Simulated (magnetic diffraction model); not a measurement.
**Solving a magnetic structure from powder neutron data: CuSnCl₄**

Space group Pnma (no. 62), a = 11.0970 Å, b = 7.0420 Å, c = 9.1740 Å.

| site | atom | x | y | z |
| --- | --- | --- | --- | --- |
| 4c | Sn | 0.9271 | 3/4 | 0.3056 |
| 4c | Cu | 0.6789 | 1/4 | 0.3313 |
| 4c | Cl | 0.4106 | 1/4 | 0.9212 |
| 8d | Cl | 0.4154 | 0.9986 | 0.3297 |
| 4c | Cl | 0.2754 | 3/4 | 0.0507 |

The compound is invented for this exercise: a known structure type with other elements, its cell scaled to their sizes and not relaxed.

Only Cu is taken to order (form factors of Cu2+); orders and moment sizes are assumed, and not adapted to the symmetry. Radiation: neutrons of λ = 1.909 Å, 5° to 40°; isotropic B of 0.3 Å² (Sn), 0.39 Å² (Cu) and 0.36 Å² (Cl). Simulated constant-wavelength pattern: nuclear and magnetic terms add, the magnetic one as |2.695 fm × Σ f S⊥ exp(2πi Q·r) exp(−B s²)|², summed over all Q at one angle with the factor 1/(sin²θ cos θ). For collinear order S is the moment m, which repeats by lattice and centring translations R with the sign exp(−2πi k·R). Free-ion form factors, Sears's scattering lengths of 1992, no absorption; a label names one of the reflections at its angle. The strongest nuclear line in the range is 100, and lines under 0.2 are left out.

Above the ordering temperature:

```
2θ (°)    index      I
 15.52  (1 0 1)    0.7
 19.68  (0 1 1)   23.9
 19.81  (2 0 0)    2.8
 22.06  (1 1 1)    3.2
 23.20  (2 0 1)   44.4
 24.02  (0 0 2)    6.6
 25.30  (2 1 0)    9.4
 26.02  (1 0 2)    0.2
 28.07  (2 1 1)   25.0
 30.47  (1 1 2)   86.2
 31.33  (2 0 2)   22.7
 31.46  (0 2 0)   20.1
 35.17  (2 1 2)   29.1
 35.26  (1 2 1)   94.0
 36.06  (3 1 1)   58.9
 37.45  (2 2 0)   34.9
 37.78  (1 0 3)   40.0
 38.72  (3 0 2)  100.0
 39.45  (2 2 1)   92.0
 39.79  (0 1 3)   28.2
 39.97  (0 2 2)   27.7
```

Below it (cell unchanged):

| 2θ (°) | I |
| --- | --- |
| 9.21 | 2.4 |
| 15.10 | 0.8 |
| 15.52 | 0.7 |
| 16.76 | 0.7 |
| 19.68 | 23.9 |
| 19.81 | 2.8 |
| 20.63 | 0.9 |
| 22.06 | 3.2 |
| 23.20 | 44.4 |
| 23.99 | 0.3 |
| 24.02 | 6.6 |
| 25.30 | 9.4 |
| 25.77 | 0.4 |
| 26.02 | 0.2 |
| 26.06 | 0.2 |
| 26.88 | 0.5 |
| 28.07 | 25.0 |
| 29.43 | 0.4 |
| 30.41 | 0.4 |
| 30.47 | 86.2 |
| 31.33 | 22.7 |
| 31.46 | 20.1 |
| 35.17 | 29.1 |
| 35.26 | 94.0 |
| 36.06 | 58.9 |
| 36.56 | 0.2 |
| 37.12 | 0.2 |
| 37.45 | 34.9 |
| 37.78 | 40.0 |
| 38.72 | 100.0 |
| 39.45 | 92.0 |
| 39.79 | 28.2 |
| 39.97 | 27.7 |

**Question.** Find the propagation vector, then choose among these models:
A. collinear moments along [101], 0.84 μB on Cu; signs + at (0.6789, 1/4, 0.3313), − at (0.8211, 3/4, 0.8313), − at (0.1789, 1/4, 0.1687), + at (0.3211, 3/4, 0.6687)
B. collinear moments along [101], 0.84 μB on Cu; signs + at (0.6789, 1/4, 0.3313), + at (0.8211, 3/4, 0.8313), − at (0.1789, 1/4, 0.1687), − at (0.3211, 3/4, 0.6687)
C. collinear moments along [111], 0.84 μB on Cu; signs + at (0.6789, 1/4, 0.3313), − at (0.8211, 3/4, 0.8313), − at (0.1789, 1/4, 0.1687), + at (0.3211, 3/4, 0.6687)
D. collinear moments along [111], 0.84 μB on Cu; signs + at (0.6789, 1/4, 0.3313), + at (0.8211, 3/4, 0.8313), − at (0.1789, 1/4, 0.1687), − at (0.3211, 3/4, 0.6687)

The new lines index as (1/2 1/2 0) at 9.21°, (1/2 1/2 1) at 15.10°, (3/2 -1/2 0) at 16.76° and (3/2 1/2 -1) at 20.63°, that is as H ± k with k = (1/2 1/2 0). Half indices mean that the moments reverse under translations with k·R a half-integer, and the magnetic cell has twice the primitive volume.

Magnetic intensity, observed (below minus above) and for each model:

| 2θ (°) | index | observed | A | B | C | D |
| --- | --- | --- | --- | --- | --- | --- |
| 9.21 | (1/2 1/2 0) | 2.4 | 2.4 | 2.4 | 1.7 | 2.4 |
| 15.10 | (1/2 1/2 1) | 0.8 | 1.0 | 1.0 | 1.3 | 0.8 |
| 16.76 | (3/2 -1/2 0) | 0.7 | 0.4 | 0.4 | 0.3 | 0.7 |
| 20.63 | (3/2 1/2 -1) | 0.9 | 0.9 | 0.9 | 1.0 | 0.9 |

Model D matches.

The structure used: k = (1/2 1/2 0), collinear moments along [111], 0.84 μB on Cu; signs + at (0.6789, 1/4, 0.3313), + at (0.8211, 3/4, 0.8313), − at (0.1789, 1/4, 0.1687), − at (0.3211, 3/4, 0.6687).

[Logs are printed without paths, hosts, clocks, repeated set-up lines and the standing remarks that a program may print on its own settings, such as how far it seeks lower states.]
